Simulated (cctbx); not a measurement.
**Diagnosing a refinement**

Cell a = 6.2350 Å, b = 6.2350 Å, c = 11.7800 Å, α = 90.00°, β = 90.00°, γ = 90.00°; space group I-4 (no. 82).

The data are simulated with cctbx, not measured: Mo Kα, λ = 0.71073 Å, to d = 0.8 Å, 50 % of the full sphere, strongest reflection 70000 counts, noise from counting, a 2 % proportional error and a noise floor of 4 counts (s.d.); no absorption, and some extinction, which the refinements don't model.

An anisotropic refinement with weights 1/σ² prints:

```text
Rint 0.017, 52 unique reflections to 1.62 A
cycle     R1     wR2    GooF  max shift (A)
   1  0.0099  0.0254   1.652   0.00421
   2  0.0061  0.0156   1.014   0.00000
final R1 0.0061 wR2 0.0156 GooF 1.014  parameters 15  data/parameter 3.5
atom        x        y        z      Ueq    occ   su(xyz)  su(Uiso or U11)
Br1    0.30552  0.22125  0.11559   0.0088  1.000  0.00036  0.0014
Sc1    0.00000  0.00000  0.00000   0.0121  1.000  0.00000  0.0025
Li1    0.50000  0.00000  0.25000   0.0392  1.000  0.00000  0.0246
Li2    0.50000  0.50000  0.00000   0.0226  1.000  0.00000  0.0211
difference map: max 0.04 min -0.05 rms 0.02
Q1    0.0000  0.0000  0.1818    4    0.05  2.14 A from Sc1
Q2    0.1551  0.2560  0.3967    8    0.04  2.23 A from Li2
Q3    0.0000  0.5000  0.0071    4    0.04  2.34 A from Br1
Q4    0.0000  0.5000  0.1853    4    0.04  2.71 A from Br1
Q5    0.0000  0.0000  0.5000    2    0.04  0.00 A from Li2
Q6    0.0000  0.0000  0.0000    2    0.03  0.00 A from Sc1
```

Q: Accept it or mend it, and why?

Mend it. The fault: data cut at low resolution. Against the right model at the same level, R1 goes from 0.0080 to 0.0061 and GooF from 1.00 to 1.01. The atoms are right, but there are too few data for the parameters: R1 flatters and the s.u.s grow. Data per parameter fall from 29.9 to 3.5.

The compound is Li2ScBr4. The right model at the same level gives:

```text
Rint 0.016, 448 unique reflections to 0.80 A
cycle     R1     wR2    GooF  max shift (A)
   1  0.0116  0.0313   1.626   0.00051
   2  0.0080  0.0192   1.001   0.00000
final R1 0.0080 wR2 0.0192 GooF 1.001  parameters 15  data/parameter 29.9
atom        x        y        z      Ueq    occ   su(xyz)  su(Uiso or U11)
Br1    0.30533  0.22179  0.11571   0.0089  1.000  0.00002  0.0001
Sc1    0.00000  0.00000  0.00000   0.0108  1.000  0.00000  0.0002
Li1    0.50000  0.00000  0.25000   0.0192  1.000  0.00000  0.0018
Li2    0.50000  0.50000  0.00000   0.0165  1.000  0.00000  0.0019
Flack x: 0.016(11)
Hooft y: 0.002(13)  Bijvoet pairs: 201
difference map: max 0.19 min -0.24 rms 0.05
Q1    0.1787  0.2599  0.3904    8    0.20  2.35 A from Li2
Q2    0.0852  0.2000  0.7118    8    0.15  1.41 A from Br1
Q3    0.0778  0.2052  0.0549    8    0.15  1.51 A from Sc1
Q4    0.2278  0.2247  0.2140    8    0.15  1.25 A from Br1
Q5    0.1428  0.3187  0.8412    8    0.15  1.80 A from Li1
Q6    0.0952  0.6320  0.4646    8    0.14  1.83 A from Br1
```

The model is made up (kin elements in a known structure type, no relaxation), so it says nothing on whether the phase exists.

[Middle refinement cycles are left out of these outputs.]

[Logs are printed without paths, hosts, clocks, repeated set-up lines and the standing remarks that a program may print on its own settings, such as how far it seeks lower states.]
